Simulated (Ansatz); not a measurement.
# Reading EPR parameters

A crystal has the composition RbMF3, where M is a 3d element. A calculation (PBE+U, spin-orbit coupling in second variation, Ansatz) gives:

| Item | Value |
| --- | --- |
| S | 5/2 |
| g | 2.0022 (isotropic) |
| moment in its sphere | 4.24 μB |

**Question.** Which ion is it, and why?

The crystal is RbMnF3, space group Pm-3m. The spin sits on Mn, with 6 F at 2.12 Å round it. With the usual charges of the other elements M must be +2. The high-spin ion of that charge with S = 5/2 in this row is Mn²⁺ high-spin d⁵. Low-spin ions are left aside. The shift from the free-electron value is small, as for a half-filled shell without orbital momentum.

[Hosts, paths, dates, database ids (printed as entryN), source tags and the programs' standing remarks are cut or masked in the printed files.]
